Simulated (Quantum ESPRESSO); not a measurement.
# Pb (Lead): phonons by linear response, part 2 of 3

How does Pb (Lead) vibrate, and is this structure a minimum?

Quantum ESPRESSO 7.5; DFT PBE, scalar-relativistic, plane waves, PseudoDojo norm-conserving pseudopotentials.

So far. Step 2 (A first look): No gap opens on this mesh, so smearing is kept; the start stands at 3.3 GPa. Step 4 (Ground state): The cell stands at 0.0070 GPa, close enough for phonons. The relaxed cell has a = 5.049 Å (conventional setting).

**5. Phonons on a q mesh**

Linear response treats each wavevector in the unit cell, with no supercell; the 4×4×4 mesh fixes the range of the force constants to be had.

ph.in reads:

```
phonons
&INPUTPH
  prefix       = 'x'
  outdir       = './tmp'
  fildyn       = 'x.dyn'
  tr2_ph       = 1.0d-18
  alpha_mix(1) = 0.4
  nmix_ph      = 8
  ldisp        = .true.
  nq1          = 4
  nq2          = 4
  nq3          = 4
/
```

Launch:

```console
OMP_NUM_THREADS=1 mpirun -n 4 ph.x -nk 4 -in ph.in > ph.out
```

Numbers of over 12 decimals in the logs are rounded to 6 here.

Log:

```text
[banners, grids, parts of the stress and lines that vanish by symmetry left out]
[banner, memory and clock lines left out]
Program PHONON v.7.5

     ./tmp/x.save/

     IMPORTANT: XC functional enforced from input :
     Exchange-correlation= PBE
                           (   1   4   3   4   0   0   0)
     Any further DFT definition will be discarded
     Please, verify this is what you really want

     G-vector sticks info

     Reading collected, re-writing distributed wavefunctions in ./tmp/

     Dynamical matrices for ( 4, 4, 4)  uniform grid of q-points
     (   8 q-points):
       N         xq(1)         xq(2)         xq(3)
       1   0.000000000   0.000000000   0.000000000
       2  -0.250000000   0.250000000  -0.250000000
       3   0.500000000  -0.500000000   0.500000000
       4   0.000000000   0.500000000   0.000000000
[...]
Number and degeneracy of irreps per q-point
       N         xq(1)         xq(2)         xq(3)   N irreps
       1   0.000000000   0.000000000   0.000000000       1
        3
       2  -0.250000000   0.250000000  -0.250000000       2
        1   2
       3   0.500000000  -0.500000000   0.500000000       2
        1   2
       4   0.000000000   0.500000000   0.000000000       2
        1   2
       5   0.750000000  -0.250000000   0.750000000       3
     No degeneracy
       6   0.500000000   0.000000000   0.500000000       3
     No degeneracy
       7   0.000000000  -1.000000000   0.000000000       2
        1   2
       8  -0.500000000  -1.000000000   0.000000000       2
        1   2

     Calculation of q =    0.0000000   0.0000000   0.0000000

     phonons

     bravais-lattice index     =            2
     lattice parameter (alat)  =       9.5415  a.u.
     unit-cell volume          =     217.1634 (a.u.)^3
     number of atoms/cell      =            1
     number of atomic types    =            1
     kinetic-energy cut-off    =      68.0000  Ry
     charge density cut-off    =     272.0000  Ry
     convergence threshold     =      1.0E-18
     beta                      =       0.4000
     number of iterations used =            8
     Exchange-correlation= PBE
                           (   1   4   3   4   0   0   0)

     celldm(1)=    9.54148  celldm(2)=    0.00000  celldm(3)=    0.00000
     celldm(4)=    0.00000  celldm(5)=    0.00000  celldm(6)=    0.00000

     crystal axes: (cart. coord. in units of alat)
               a(1) = ( -0.5000  0.0000  0.5000 )
               a(2) = (  0.0000  0.5000  0.5000 )
               a(3) = ( -0.5000  0.5000  0.0000 )

     reciprocal axes: (cart. coord. in units 2 pi/alat)
               b(1) = ( -1.0000 -1.0000  1.0000 )
               b(2) = (  1.0000  1.0000  1.0000 )
               b(3) = ( -1.0000  1.0000 -1.0000 )

     Atoms inside the unit cell:

     Cartesian axes

     site n.  atom      mass           positions (alat units)
        1  Pb    207.2000   tau(    1) = (    0.00000    0.00000    0.00000  )

     Computing dynamical matrix for
                    q = (   0.0000000   0.0000000   0.0000000 )

     49 Sym.Ops. (with q -> -q+G )

     G cutoff =  627.2494  (  16457 G-vectors)     FFT grid: ( 36, 36, 36)

     number of k points=    72  Marzari-Vanderbilt smearing, width (Ry)=  0.0200

     PseudoPot. # 1 for Pb read from file:
     ./pseudo/Pb.upf
     Pseudo is Norm-conserving + core correction, Zval = 14.0

     Mode symmetry, O_h (m-3m)  point group:

     Atomic displacements:
     There are    1 irreducible representations

     Representation     1      3 modes -  To be done

     Alpha used in Ewald sum =   2.7000

     Representation #   1 modes #   1   2   3

     Self-consistent Calculation
      iter #   1   av.it.:   8.6
      thresh= 1.000E-02 alpha_mix =  0.400 |ddv_scf|^2 =  3.349E-06
      iter #   2   av.it.:  12.9
      thresh= 1.830E-04 alpha_mix =  0.400 |ddv_scf|^2 =  5.157E-08
      iter #   3   av.it.:  12.9
      thresh= 2.271E-05 alpha_mix =  0.400 |ddv_scf|^2 =  5.017E-09
      iter #   4   av.it.:  12.8
      thresh= 7.083E-06 alpha_mix =  0.400 |ddv_scf|^2 =  4.094E-11
[...]
End of self-consistent calculation

     Convergence has been achieved

     Number of q in the star =    1
     List of q in the star:
[...]
Diagonalizing the dynamical matrix

     q = (    0.000000000   0.000000000   0.000000000 )

 **************************************************************************
     freq (    1) =      -0.035003 [THz] =      -1.167570 [cm-1]
     freq (    2) =      -0.035003 [THz] =      -1.167570 [cm-1]
     freq (    3) =      -0.035003 [THz] =      -1.167570 [cm-1]
 **************************************************************************

     Mode symmetry, O_h (m-3m)  point group:

     freq (   1-   3) =         -1.2  [cm-1]   --> T_1u G_15  G_4- I

     Calculation of q =   -0.2500000   0.2500000  -0.2500000
     [... set-up and bands at k+q left out ...]

     Mode symmetry, C_3v (3m)   point group:

     Atomic displacements:
     There are    2 irreducible representations

     Representation     1      1 modes -  To be done

     Representation     2      2 modes -  To be done

     Message from routine init_vloc:
     Interpolation table for Vloc re-allocated

     Alpha used in Ewald sum =   2.7000

     Representation #   1 mode #   1

     Self-consistent Calculation

[...]
[... iterations left out ...]
[...]
End of self-consistent calculation

     Convergence has been achieved

     Representation #   2 modes #   2   3

     Self-consistent Calculation

[...]
[... iterations left out ...]
[...]
End of self-consistent calculation

     Convergence has been achieved

     Number of q in the star =    8
     List of q in the star:
[...]
Diagonalizing the dynamical matrix

     q = (   -0.250000000   0.250000000  -0.250000000 )

 **************************************************************************
     freq (    1) =       0.702297 [THz] =      23.426100 [cm-1]
     freq (    2) =       0.702297 [THz] =      23.426100 [cm-1]
     freq (    3) =       1.477474 [THz] =      49.283231 [cm-1]
 **************************************************************************

     Mode symmetry, C_3v (3m)   point group:

     freq (   1-   2) =         23.4  [cm-1]   --> E    L_3
     freq (   3-   3) =         49.3  [cm-1]   --> A_1  L_1

     Calculation of q =    0.5000000  -0.5000000   0.5000000
     [... set-up and bands at k+q left out ...]

     Mode symmetry, D_3d (-3m)  point group:

     Atomic displacements:
     There are    2 irreducible representations

     Representation     1      1 modes -  To be done

[...]
Alpha used in Ewald sum =   2.7000

     Representation #   1 mode #   1

     Self-consistent Calculation

[...]
[... iterations left out ...]
[...]
End of self-consistent calculation

     Convergence has been achieved

     Representation #   2 modes #   2   3

[...]
[... iterations left out ...]
[...]
Convergence has been achieved

     Number of q in the star =    4
     List of q in the star:
[...]
Diagonalizing the dynamical matrix

     q = (    0.500000000  -0.500000000   0.500000000 )

[...]
freq (    1) =       0.997418 [THz] =      33.270297 [cm-1]
     freq (    2) =       0.997418 [THz] =      33.270297 [cm-1]
     freq (    3) =       1.841959 [THz] =      61.441148 [cm-1]
[...]
Mode symmetry, D_3d (-3m)  point group:

     freq (   1-   2) =         33.3  [cm-1]   --> E_u  L_3'
     freq (   3-   3) =         61.4  [cm-1]   --> A_2u L_2'

     Calculation of q =    0.0000000   0.5000000   0.0000000
     [... set-up and bands at k+q left out ...]

     Mode symmetry, C_4v (4mm)  point group:

     Atomic displacements:
     There are    2 irreducible representations

[...]
Alpha used in Ewald sum =   2.7000

     Representation #   1 mode #   1

[...]
Convergence has been achieved

     Representation #   2 modes #   2   3

[...]
Convergence has been achieved

     Number of q in the star =    6
     List of q in the star:
[...]
Diagonalizing the dynamical matrix

     q = (    0.000000000   0.500000000   0.000000000 )

[...]
freq (    1) =       0.987690 [THz] =      32.945803 [cm-1]
     freq (    2) =       0.987690 [THz] =      32.945803 [cm-1]
     freq (    3) =       1.590583 [THz] =      53.056145 [cm-1]
[...]
Mode symmetry, C_4v (4mm)  point group:

     freq (   1-   2) =         32.9  [cm-1]   --> E    G_5 D_5
     freq (   3-   3) =         53.1  [cm-1]   --> A_1  G_1 D_1

     Calculation of q =    0.7500000  -0.2500000   0.7500000
     [... set-up and bands at k+q left out ...]

     Mode symmetry, C_s (m)     point group:

     Atomic displacements:
     There are    3 irreducible representations

[...]
Alpha used in Ewald sum =   2.7000

     Representation #   1 mode #   1

[...]
Convergence has been achieved

[...]
Convergence has been achieved

[...]
Convergence has been achieved

     Number of q in the star =   24
     List of q in the star:
[...]
Diagonalizing the dynamical matrix

     q = (    0.750000000  -0.250000000   0.750000000 )

[...]
freq (    1) =       1.162102 [THz] =      38.763536 [cm-1]
     freq (    2) =       1.438764 [THz] =      47.992011 [cm-1]
     freq (    3) =       1.740506 [THz] =      58.057028 [cm-1]
[...]
Mode symmetry, C_s (m)     point group:

     freq (   1-   1) =         38.8  [cm-1]   --> A''
     freq (   2-   2) =         48.0  [cm-1]   --> A'
     freq (   3-   3) =         58.1  [cm-1]   --> A'

     Calculation of q =    0.5000000   0.0000000   0.5000000
     [... set-up and bands at k+q left out ...]

     Mode symmetry, C_2v (mm2)  point group:

     Atomic displacements:
     There are    3 irreducible representations

[...]
Alpha used in Ewald sum =   2.7000

[...]
Convergence has been achieved

[...]
Convergence has been achieved

[...]
Convergence has been achieved

     Number of q in the star =   12
     List of q in the star:
[...]
Diagonalizing the dynamical matrix

     q = (    0.500000000   0.000000000   0.500000000 )

[...]
freq (    1) =       0.994998 [THz] =      33.189549 [cm-1]
     freq (    2) =       1.443871 [THz] =      48.162348 [cm-1]
     freq (    3) =       1.668453 [THz] =      55.653603 [cm-1]
[...]
Mode symmetry, C_2v (mm2)  point group:

     freq (   1-   1) =         33.2  [cm-1]   --> B_1  D_3  S_3
     freq (   2-   2) =         48.2  [cm-1]   --> B_2  D_4  S_4
     freq (   3-   3) =         55.7  [cm-1]   --> A_1  D_1  S_1

     Calculation of q =    0.0000000  -1.0000000   0.0000000
     [... set-up and bands at k+q left out ...]

     Mode symmetry, D_4h(4/mmm) point group:

     Atomic displacements:
     There are    2 irreducible representations

[...]
Alpha used in Ewald sum =   2.7000

     Representation #   1 mode #   1

[...]
Convergence has been achieved

     Representation #   2 modes #   2   3

[...]
Convergence has been achieved

     Number of q in the star =    3
     List of q in the star:
[...]
Diagonalizing the dynamical matrix

     q = (    0.000000000  -1.000000000   0.000000000 )

[...]
freq (    1) =       1.064957 [THz] =      35.523153 [cm-1]
     freq (    2) =       1.064957 [THz] =      35.523153 [cm-1]
     freq (    3) =       1.692847 [THz] =      56.467312 [cm-1]
[...]
Mode symmetry, D_4h(4/mmm) point group:

     freq (   1-   2) =         35.5  [cm-1]   --> E_u  X_5' M_5'
     freq (   3-   3) =         56.5  [cm-1]   --> A_2u X_4' M_4'

     Calculation of q =   -0.5000000  -1.0000000   0.0000000
     [... set-up and bands at k+q left out ...]

     Mode symmetry, D_2d (-42m) point group:

     Atomic displacements:
     There are    2 irreducible representations

     Representation     1      1 modes -  To be done

     Representation     2      2 modes -  To be done

     Alpha used in Ewald sum =   2.7000

     Representation #   1 mode #   1

     Self-consistent Calculation

[...]
[... iterations left out ...]
[...]
End of self-consistent calculation

     Convergence has been achieved

     Representation #   2 modes #   2   3

     Self-consistent Calculation

      iter #   1   av.it.:   9.1
      thresh= 1.000E-02 alpha_mix =  0.400 |ddv_scf|^2 =  4.108E-05

      [... iterations left out ...]
      iter #  11   av.it.:  13.2
      thresh= 1.060E-10 alpha_mix =  0.400 |ddv_scf|^2 =  3.978E-20

     End of self-consistent calculation

     Convergence has been achieved

     Number of q in the star =    6
     List of q in the star:
[...]
5  -1.000000000  -0.500000000   0.000000000
          6   0.000000000  -0.500000000  -1.000000000

     Diagonalizing the dynamical matrix

     q = (   -0.500000000  -1.000000000   0.000000000 )

 **************************************************************************
     freq (    1) =       1.371665 [THz] =      45.753819 [cm-1]
     freq (    2) =       1.441921 [THz] =      48.097294 [cm-1]
     freq (    3) =       1.441921 [THz] =      48.097294 [cm-1]
 **************************************************************************

     Mode symmetry, D_2d (-42m) point group:

     freq (   1-   1) =         45.8  [cm-1]   --> B_2  X_3  W_2
     freq (   2-   3) =         48.1  [cm-1]   --> E    X_5  W_3


[key lines of the parts left out:]
the Fermi energy is    10.5946 ev
```

The job ended after 43 min (4 MPI ranks of Arm Neoverse V1, shared host).

Read from the output:

* largest acoustic frequency at the zone centre before the sum rule: -1.17 cm⁻¹
* lowest mode on the q mesh (acoustic ones at the zone centre apart): 23.43 cm⁻¹

Frequencies (cm⁻¹) at each irreducible wavevector; negative means imaginary. Frequencies by wavevector:

```csv
q (fractions),star,mode 1,mode 2,mode 3
0 0 0,1,-1.17,-1.17,-1.17
0 0 0.25,8,23.43,23.43,49.28
0 0 -0.5,4,33.27,33.27,61.44
0 0.25 0.25,6,32.95,32.95,53.06
0 0.25 -0.5,24,38.76,47.99,58.06
0 0.25 -0.25,12,33.19,48.16,55.65
0 -0.5 -0.5,3,35.52,35.52,56.47
0.25 -0.5 -0.25,6,45.75,48.1,48.1
```

The acoustic modes at Γ come out as far as 1.2 cm⁻¹ from zero, where they should vanish, a small numerical error.

**6. Force constants in real space**

The dynamical matrices of the mesh are Fourier-transformed to force constants in real space.

q2r.in reads:

```
&INPUT
  fildyn = 'x.dyn'
  zasr   = 'crystal'
  flfrc  = 'x.fc'
/
```

Launch:

```console
q2r.x < q2r.in > q2r.out
```

Log:

```text
[banners, grids, parts of the stress and lines that vanish by symmetry left out]
[banner, memory and clock lines left out]
Program Q2R v.7.5

  reading grid info from file x.dyn0

  reading force constants from file x.dyn1
  Dielectric Tensor not found
  nqs=            1
 q=   0.00000000  0.00000000  0.00000000
  reading force constants from file x.dyn2
  nqs=            8
 q=  -0.25000000  0.25000000 -0.25000000
[...]
reading force constants from file x.dyn7
  nqs=            3
[...]
reading force constants from file x.dyn8
  nqs=            6
[...]
q=  -1.00000000 -0.50000000  0.00000000
 q=   0.00000000 -0.50000000 -1.00000000

      q-space grid ok, #points =   64

      fft-check success (sum of imaginary terms < 10^-12)
```

It took 0.47 s on 1 thread.

**7. Interpolated phonon bands**

From the force constants any wavevector is cheap; points of the mesh come back as solved, but for the sum rule and, in polar crystals, the LO-TO term at Γ; the rest is interpolation.

matdyn.in reads:

```
&INPUT
  asr              = 'crystal'
  flfrc            = 'x.fc'
  flfrq            = 'x.freq'
  flvec            = 'x.modes'
  q_in_band_form   = .true.
  q_in_cryst_coord = .true.
/
8
  0.0000000   0.0000000   0.0000000  12  ! GAMMA
  0.0000000   0.5000000   0.5000000  12  ! X
 -0.0000000   0.6250000   0.3750000   1  ! U
 -0.3750000   0.3750000  -0.0000000  12  ! K
  0.0000000   0.0000000   0.0000000  12  ! GAMMA
 -0.0000000   0.5000000  -0.0000000  12  ! L
 -0.2500000   0.5000000   0.2500000  12  ! W
  0.0000000   0.5000000   0.5000000   1  ! X
```

Launch:

```console
matdyn.x -in matdyn.in > matdyn.out
```

Log:

```text
[banner, memory and clock lines left out]
Program MATDYN v.7.5

 mass for atomic type   1 not given; uses mass from file x.fc
 Norm of the difference between old and new effective charges:    0.000000

 Norm of the difference between old and new force-constants:   4.62891e-06

     Message from routine matdyn:
     Z* not found in file x.fc, TO-LO splitting at q=0 will be absent!
     Message from routine matdyn:
     Z* not found in file x.fc, TO-LO splitting at q=0 will be absent!

Note: The following floating-point exceptions are signalling: IEEE_UNDERFLOW_FLAG
```

Elapsed: 0.47 s, on 1 thread.

Read from the output:

| Quantity | Value |
| --- | --- |
| lowest frequency on the path | 0 cm⁻¹ |
| mean frequency | 43.7 cm⁻¹ |
| Debye temperature (second moment) | 84 K |
| logarithmic mean frequency | 42.1 cm⁻¹ |

Matdyn.x, sum rule crystal. The phonon branches at the labelled points (cm⁻¹):

| point | branch 1 | branch 2 | branch 3 |
| --- | --- | --- | --- |
| Γ | 0 | 0 | 0 |
| halfway | 33 | 33 | 53 |
| X | 36 | 36 | 56 |
| halfway | 36 | 40 | 56 |
| U | 38 | 49 | 56 |
| jump to K | 38 | 49 | 56 |
| halfway | 26 | 39 | 52 |
| Γ | 0 | 0 | 0 |
| halfway | 23 | 23 | 49 |
| L | 33 | 33 | 61 |
| halfway | 40 | 48 | 58 |
| W | 46 | 48 | 48 |
| halfway | 39 | 41 | 56 |
| X | 36 | 36 | 56 |

The phonon branches as a text plot (rows in cm⁻¹):

```
     60 |        **                            *******
     58 |       *  ******                     *       *        **
     55 |                *******                       *     **
     52 |      *          ****  *            *          *   *
     50 |                                   *          *** *
     47 |     *          *    *  *                   **   **
     45 |                      *           *             ****
     42 |               *         *                    **   **
     40 |    *    *    *        *                   * *      **
     37 |       ** ** *******             *        * *        **
     35 |            **      *                   ****           *
     32 |      *              *  * *           **
     29 |   * *                *         *    *
     27 |                       * *          *
     24 |    *                              *
     22 |                        *  *
     19 |  *                       *    *  *
     17 |   *                     *       *
     14 |                          **
     12 | **                         **  *
      9 |                           *   *
      6 | *                          **
      4 |                            **
      1 |*                             *
         Γ           X  U|K            Γ         L        W     X
```

Lowest modes at the softest wavevector of the mesh; phase exp(i q.(R + tau)). Modes at q = (0.000, 0.000, 0.250):

```csv
mode,frequency (cm⁻¹)
1,23.4
2,23.4
3,49.3
```

Displacements in mode 1 (23.4 cm⁻¹), the largest set to 1, in the home cell:
```
Pb1 0.00 1.00 1.00
```

Displacements in mode 3 (49.3 cm⁻¹), the largest set to 1, in the home cell:
```
Pb1  1.00 -1.00  1.00
```

Force constants by pair (phonopy on the run's constants); pairs near half the supercell's span include their periodic images. Pair force constants, by row:

| atom | neighbour | distance (Å) | third of the trace (eV/Å²) | along the pair's line (eV/Å²) |
| --- | --- | --- | --- | --- |
| Pb1 | itself | 0 | 1.548 | – |
| Pb1 | Pb | 3.57 | -0.0944 | -0.3327 |
| Pb1 | Pb | 5.049 | -0.0376 | -0.0716 |
| Pb1 | Pb | 6.184 | -0.0089 | -0.0199 |
| Pb1 | Pb | 7.141 | -0.0333 | -0.1178 |

Harmonic mean-square displacement, third of the trace. Mean-square displacements:

| T (K) | Pb1 U_eq (Å²) |
| --- | --- |
| 0 | 0.00203 |
| 100 | 0.00856 |
| 300 | 0.02516 |
| 600 | 0.05022 |

Mode patterns, pair constants, displacements and means over the zone were worked out by phonopy from the force constants of q2r.x.

All branches are real along the path.

(Continued in part 3 of 3.)

[Host names and launcher messages were left out of these logs when they were recorded.]

[Logs are printed without paths, hosts, clocks, repeated set-up lines and the standing remarks that a program may print on its own settings, such as how far it seeks lower states.]

[Hosts, paths, dates, database ids (printed as entryN), source tags and the programs' standing remarks are cut or masked in the printed files.]
